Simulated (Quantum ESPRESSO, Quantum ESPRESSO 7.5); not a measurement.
# Rh(100): thickness series by an ASE script

Wanted: a thickness series of Rh(100), driven from Python.

Main program and level: Quantum ESPRESSO 7.5; plane-wave DFT, PBE, GBRV ultrasoft pseudopotentials.

Experimental background.

“Anisotropic work function of elemental crystals” (2019, arxiv:1902.07811) quotes from earlier work for Rh (clean (100) face): work function (clean (100) face) 5.3 eV.

## 1. The system as given

The cell holds 8 atoms: 8 Rh. Cell: a = 2.687 Å, b = 2.687 Å, c = 28.300 Å, α = 90.0°, β = 90.0°, γ = 90.0°. It derives from Rh. Vacuum lies along c.

As a file:

```
CELL_PARAMETERS angstrom
2.68701 0.00000 0.00000
0.00000 2.68701 0.00000
0.00000 0.00000 28.30000
ATOMIC_POSITIONS crystal
Rh 0.50000 0.50000 0.26502
Rh 0.00000 0.00000 0.33216
Rh 0.50000 0.50000 0.39929
Rh 0.00000 0.00000 0.46643
Rh 0.50000 0.50000 0.53357
Rh 0.00000 0.00000 0.60071
Rh 0.50000 0.50000 0.66784
Rh 0.00000 0.00000 0.73498
```

## 2. Running the series

ASE writes the inputs, starts pw.x and reads the results. Under ESM bc1 the zero of energy of a symmetric slab is the vacuum, so the work function is minus the Fermi level.

run.py reads:

```python
import json
import numpy as np
from ase.build import fcc100
from ase.calculators.espresso import Espresso, EspressoProfile

profile = EspressoProfile(command='mpirun -n 4 pw.x -nk 4', pseudo_dir='../pseudo')
pseudopotentials = {'Rh': 'rh_pbe_v1.4.uspp.F.UPF'}
system = {'ecutwfc': 40, 'ecutrho': 200, 'occupations': 'smearing', 'smearing': 'mv', 'degauss': 0.02}


def calculator(name, kpts, **extra):
    data = dict(control=dict(tprnfor=True, verbosity='high', disk_io='none'),
                system=system | extra,
                electrons=dict(conv_thr=1e-07, mixing_beta=0.4, mixing_mode='local-TF',
                               electron_maxstep=100))
    return Espresso(profile=profile, directory=name, pseudopotentials=pseudopotentials, kpts=kpts, input_data=data)


def centre(atoms):
    z = atoms.positions[:, 2]
    atoms.positions[:, 2] -= (z.max() + z.min()) / 2  # ESM wants the slab about z = 0
    return atoms


rows = []
for n in [3, 4, 5, 6, 7, 8]:
    slab = centre(fcc100('Rh', size=(1, 1, n), a=3.8, vacuum=7.5, periodic=True))
    slab.set_initial_magnetic_moments([0.0] * n)
    slab.calc = calculator(f'n{n}', (12, 12, 1), assume_isolated='esm', esm_bc='bc1')
    energy = slab.get_potential_energy()
    work = -slab.calc.get_fermi_level()
    force = slab.get_forces()[-1, 2]
    rows.append([n, energy, work, force])
    print(f'{n} layers: E = {energy:.5f} eV, work function {work:.3f} eV, force on the top atom {force:+.3f} eV/A')

n, energy = np.array(rows)[:, :2].T
slope, offset = np.polyfit(n[1:], energy[1:], 1)
area = np.linalg.norm(np.cross(*slab.cell[:2]))
gamma = offset / (2 * area) * 16.0218
print(f'bulk energy from the slope {slope:.5f} eV an atom; unrelaxed surface energy {gamma:.3f} J/m^2')
json.dump(dict(rows=rows, slope=slope, gamma=gamma), open('result.json', 'w'))
```

On the command line:

```sh
$ OMP_NUM_THREADS=1 python run.py
```

The program printed:

```text
3 layers: E = -6985.76575 eV, work function 4.978 eV, force on the top atom -0.411 eV/A
4 layers: E = -9314.99339 eV, work function 5.078 eV, force on the top atom -0.216 eV/A
5 layers: E = -11644.31325 eV, work function 5.097 eV, force on the top atom -0.348 eV/A
6 layers: E = -13973.62767 eV, work function 5.057 eV, force on the top atom -0.346 eV/A
7 layers: E = -16302.93079 eV, work function 5.063 eV, force on the top atom -0.323 eV/A
8 layers: E = -18632.23130 eV, work function 5.062 eV, force on the top atom -0.320 eV/A
bulk energy from the slope -2329.30934 eV an atom; unrelaxed surface energy 2.482 J/m^2
```

Elapsed: 10 min, on 4 MPI ranks of Arm Neoverse V2, shared host; peak memory 0.94 GiB.

The input that ASE wrote for the first run, and its log:

```
&CONTROL
   verbosity        = 'high'
   tprnfor          = .true.
   disk_io          = 'none'
   pseudo_dir       = '../pseudo'
/
&SYSTEM
   ecutwfc          = 40
   ecutrho          = 200
   occupations      = 'smearing'
   degauss          = 0.02
   smearing         = 'mv'
   assume_isolated  = 'esm'
   esm_bc           = 'bc1'
   ntyp             = 1
   nat              = 3
   ibrav            = 0
/
&ELECTRONS
   electron_maxstep = 100
   conv_thr         = 1e-07
   mixing_mode      = 'local-TF'
   mixing_beta      = 0.4
/
&IONS
/
&CELL
/
&FCP
/
&RISM
/
ATOMIC_SPECIES
Rh 102.9055 rh_pbe_v1.4.uspp.F.UPF

K_POINTS automatic
12 12 1  0 0 0

CELL_PARAMETERS angstrom
2.68700576850888 0.00000000000000 0.00000000000000
0.00000000000000 2.68700576850888 0.00000000000000
0.00000000000000 0.00000000000000 18.80000000000000

ATOMIC_POSITIONS angstrom
Rh 0.0000000000 0.0000000000 -1.9000000000  
Rh 1.3435028843 1.3435028843 0.0000000000  
Rh 0.0000000000 0.0000000000 1.9000000000
```

```text
Program PWSCF v.7.5 starts

     Parallel version (MPI & OpenMP), running on       4 processor cores
     Number of MPI processes:                 4
     Threads/MPI process:                     1

     MPI processes distributed on     1 nodes

Warning: card &CELL ignored
Warning: card &FCP ignored
Warning: card &RISM ignored

     Current dimensions of program PWSCF are:
     Max number of different atomic species (ntypx) = 10
     Max number of k-points (npk) =  40000
     Max angular momentum in pseudopotentials (lmaxx) =  4
     Message from routine setup:
     using ibrav=0 with symmetry is DISCOURAGED, use correct ibrav instead

     K-points division:     npool     =       4
     Subspace diagonalization in iterative solution of the eigenvalue problem:
     a serial algorithm will be used

     G-vector sticks info
     --------------------
     sticks:   dense  smooth     PW     G-vecs:    dense   smooth      PW
     Sum         421     333    101                43819    31283    5709

     Using Slab Decomposition

     bravais-lattice index     =            0
     lattice parameter (alat)  =       5.0777  a.u.
     unit-cell volume          =     915.9919 (a.u.)^3
     number of atoms/cell      =            3
     number of atomic types    =            1
     number of electrons       =        45.00
     number of Kohn-Sham states=           28
     kinetic-energy cutoff     =      40.0000  Ry
     charge density cutoff     =     200.0000  Ry
     scf convergence threshold =      1.0E-07
     mixing beta               =       0.4000
     number of iterations used =            8  local-TF  mixing
     Exchange-correlation=  SLA  PW   PBX  PBC
                           (   1   4   3   4   0   0   0)

     Effective Screening Medium Method
     =================================
     Boundary Conditions: Vacuum-Slab-Vacuum
     total charge in unit cell        =   0.0000
     grid points for fit at edges     =        4

[... 10 lines left out ...]
     PseudoPot. # 1 for Rh read from file:
     ../pseudo/rh_pbe_v1.4.uspp.F.UPF
     Pseudo is Ultrasoft + core correction, Zval = 15.0
     Generated by new atomic code, or converted to UPF format
     Using radial grid of  969 points,  7 beta functions with:
                l(1) =   0
                l(2) =   0
                l(3) =   1
                l(4) =   1
                l(5) =   2
                l(6) =   2
                l(7) =   2
     Q(r) pseudized with  8 coefficients,  rinner =    1.200   1.200   1.200
                                                       1.200   1.200

     atomic species   valence    mass     pseudopotential
     Rh               15.00   102.90550     Rh( 1.00)

     16 Sym. Ops., with inversion, found

                                    s                        frac. trans.

      isym =  1     identity

 cryst.   s( 1) = (     1          0          0      )
[... 439 lines left out ...]

     End of self-consistent calculation

          k = 0.0000 0.0000 0.0000 (  3919 PWs)   bands (ev):

   -51.7716 -51.5452 -51.5452 -51.0191 -50.9321 -50.9103 -50.9103 -50.8955
   -50.8955 -11.7821 -10.4651 -10.3241  -9.8395  -9.0313  -8.1917  -7.2857
    -7.2857  -6.6295  -6.2184  -5.6197  -5.6197  -5.5604  -4.6837  -4.6416
    -4.3042  -4.2992  -4.2992  -2.7143

     occupation numbers
     1.0000   1.0000   1.0000   1.0000   1.0000   1.0000   1.0000   1.0000
     1.0000   1.0000   1.0000   1.0000   1.0000   1.0000   1.0000   1.0000
     1.0000   1.0000   1.0000   1.0164   1.0164   1.0299   0.0219   0.0121
     0.0000   0.0000   0.0000   0.0000

[... 270 lines left out ...]

     the Fermi energy is    -4.9782 ev

!    total energy              =    -513.44435709 Ry
     estimated scf accuracy    <          5.0E-09 Ry
     smearing contrib. (-TS)   =       0.00134504 Ry
     internal energy E=F+TS    =    -513.44570213 Ry

     The total energy is F=E-TS. E is the sum of the following terms:
     one-electron contribution =    3357.99094304 Ry
     hartree contribution      =   -1681.01392217 Ry
     xc contribution           =     -89.64943954 Ry
     ewald contribution        =   -2100.77328346 Ry

     convergence has been achieved in  18 iterations

     negative rho (up, down):  1.741E-01 0.000E+00

     Forces acting on atoms (cartesian axes, Ry/au):

     atom    1 type  1   force =     0.00000000    0.00000000    0.01596627
     atom    2 type  1   force =     0.00000000    0.00000000    0.00000000
     atom    3 type  1   force =     0.00000000    0.00000000   -0.01596627
     The non-local contrib.  to forces
     atom    1 type  1   force =     0.00000000    0.00000000   -0.16269037
     atom    2 type  1   force =     0.00000000    0.00000000    0.00000000
     atom    3 type  1   force =     0.00000000    0.00000000    0.16269037
     The ionic contribution  to forces
     atom    1 type  1   force =     0.00000000    0.00000000 -215.06622281
     atom    2 type  1   force =    -0.00000000   -0.00000000   -0.00000000
     atom    3 type  1   force =     0.00000000    0.00000000  215.06622281
     The local contribution  to forces
     atom    1 type  1   force =     0.00000000    0.00000000  215.23863621
     atom    2 type  1   force =    -0.00000001   -0.00000001    0.00000498
     atom    3 type  1   force =     0.00000000   -0.00000000 -215.23862626
     The core correction contribution to forces
     atom    1 type  1   force =     0.00000000    0.00000000    0.00661049
     atom    2 type  1   force =     0.00000000    0.00000000   -0.00000000
     atom    3 type  1   force =     0.00000000    0.00000000   -0.00661049
     The Hubbard contrib.    to forces
     atom    1 type  1   force =     0.00000000    0.00000000    0.00000000
     atom    2 type  1   force =     0.00000000    0.00000000    0.00000000
     atom    3 type  1   force =     0.00000000    0.00000000    0.00000000
     The SCF correction term to forces
     atom    1 type  1   force =    -0.00000000    0.00000000   -0.00036229
     atom    2 type  1   force =    -0.00000000   -0.00000000   -0.00000001
     atom    3 type  1   force =    -0.00000000    0.00000000    0.00036226

     Total force =     0.022580     Total SCF correction =     0.000512
     Message from routine punch:
     Nothing written, as per user request (disk_io='none')

=------------------------------------------------------------------------------=
   JOB DONE.
=------------------------------------------------------------------------------=
```

Read from the output:

```
surface energy                     : 2.482 J/m²
work function of the thickest slab : 5.062 eV
```

Table of work function by layers:

| layers | work function (eV) |
| --- | --- |
| 3.00 | 4.98 |
| 4.00 | 5.08 |
| 5.00 | 5.10 |
| 6.00 | 5.06 |
| 7.00 | 5.06 |
| 8.00 | 5.06 |

Force on the top atom along the normal against layers:

```csv
layers,force on the top atom along the normal (eV/Å)
3.00,-0.411
4.00,-0.216
5.00,-0.348
6.00,-0.346
7.00,-0.323
8.00,-0.320
```

Table of energy less the bulk line's slope by layers:

```csv
layers,energy less the bulk line's slope (meV)
3.00,2162
4.00,2244
5.00,2233
6.00,2228
7.00,2235
8.00,2243
```

## 3. The script: PBEsol, GBRV ultrasoft

Level of this step: plane-wave DFT, PBEsol, GBRV ultrasoft pseudopotentials (Quantum ESPRESSO 7.5).

run.py, as its differences from the input of step 2:

```diff
@@ -6,3 +6,3 @@
 profile = EspressoProfile(command='mpirun -n 4 pw.x -nk 4', pseudo_dir='../pseudo')
-pseudopotentials = {'Rh': 'rh_pbe_v1.4.uspp.F.UPF'}
+pseudopotentials = {'Rh': 'rh_pbesol_v1.4.uspp.F.UPF'}
 system = {'ecutwfc': 40, 'ecutrho': 200, 'occupations': 'smearing', 'smearing': 'mv', 'degauss': 0.02}
```

On the command line:

```sh
$ OMP_NUM_THREADS=1 python run.py
```

The program printed:

```text
3 layers: E = -6983.62126 eV, work function 5.100 eV, force on the top atom -0.907 eV/A
4 layers: E = -9312.29110 eV, work function 5.203 eV, force on the top atom -0.715 eV/A
5 layers: E = -11641.05245 eV, work function 5.223 eV, force on the top atom -0.858 eV/A
6 layers: E = -13969.80653 eV, work function 5.187 eV, force on the top atom -0.845 eV/A
7 layers: E = -16298.55327 eV, work function 5.188 eV, force on the top atom -0.824 eV/A
8 layers: E = -18627.29417 eV, work function 5.185 eV, force on the top atom -0.816 eV/A
bulk energy from the slope -2328.75070 eV an atom; unrelaxed surface energy 3.001 J/m^2
```

Wall time 10 min (4 MPI ranks); peak memory 0.94 GiB; 41 min of CPU time.

This step gave:

- surface energy: 3.001 J/m²
- work function of the thickest slab: 5.185 eV

Work function against layers:

| layers | work function (eV) |
| --- | --- |
| 3.00 | 5.1 |
| 4.00 | 5.20 |
| 5.00 | 5.22 |
| 6.00 | 5.19 |
| 7.00 | 5.19 |
| 8.00 | 5.19 |

Force on the top atom along the normal against layers:

```csv
layers,force on the top atom along the normal (eV/Å)
3.00,-0.907
4.00,-0.715
5.00,-0.858
6.00,-0.845
7.00,-0.824
8.00,-0.816
```

Energy less the bulk line's slope against layers:

```csv
layers,energy less the bulk line's slope (meV)
3.00,2631
4.00,2712
5.00,2701
6.00,2698
7.00,2702
8.00,2711
```

## 4. A check by hand

γ = (E_N − N e_bulk)/(2A). The excess of the thickest slab is 2.243 eV and A = 7.220 Å²: 2.243/(2 × 7.220) × 16.02 = 2.49 J/m² (1 eV/Å² = 16.02 J/m²); the fit's intercept gives 2.48.

## 5. Results

```json
{
 "work function of the thickest slab, PBE, GBRV ultrasoft": "5.06 eV",
 "unrelaxed surface energy, PBE, GBRV ultrasoft": "2.48 J/m²",
 "work function of the thickest slab, PBEsol, GBRV ultrasoft": "5.19 eV",
 "unrelaxed surface energy, PBEsol, GBRV ultrasoft": "3.00 J/m²"
}
```

**Reading.** The thickest slab gives a work function of 5.06 eV and the series an unrelaxed surface energy of 2.48 J/m² (PBE, GBRV ultrasoft). The work function swings by 0.12 eV over 3 to 8 layers and by 0.00 eV over the last step; confined states crossing the Fermi level and the finite mesh both contribute. From 4 layers on it stays within 0.1 eV. The force on the top atom of the thickest slab points inwards (0.32 eV/Å). The slabs are cut from the bulk at the tabulated lattice constant and not relaxed; the surface energy comes from a straight line through the energies of all but the thinnest slab.

Computed beside measured:

```
                             quantity  measured        PBE, GBRV     PBEsol, GBRV
work function (clean (100) face) (eV)       5.3  5.06 (-0.24 eV)  5.19 (-0.11 eV)
```

Measured values from arxiv:1902.07811 (2019).

**Verdict.** For the work function, of the levels listed nearest comes PBEsol, GBRV (-0.11 eV, good agreement) and farthest PBE, GBRV (-0.24 eV, fair agreement).

[Long decimals in the printed logs are rounded to 6 places.]

[Repeated lines of the later SCF iterations (solver, time, negative density, dipole) and banner, clock, host and MPI lines are left out of these logs without a mark at each place.]

[Logs are printed without paths, hosts, clocks, repeated set-up lines and the standing remarks that a program may print on its own settings, such as how far it seeks lower states.]

[Hosts, paths, dates, database ids (printed as entryN), source tags and the programs' standing remarks are cut or masked in the printed files.]

[Maps of the electrostatic potential energy from Ansatz leave out the sawtooth potential of an applied field or a dipole correction, so their vacuum need not be flat; planar profiles and work functions include it.]
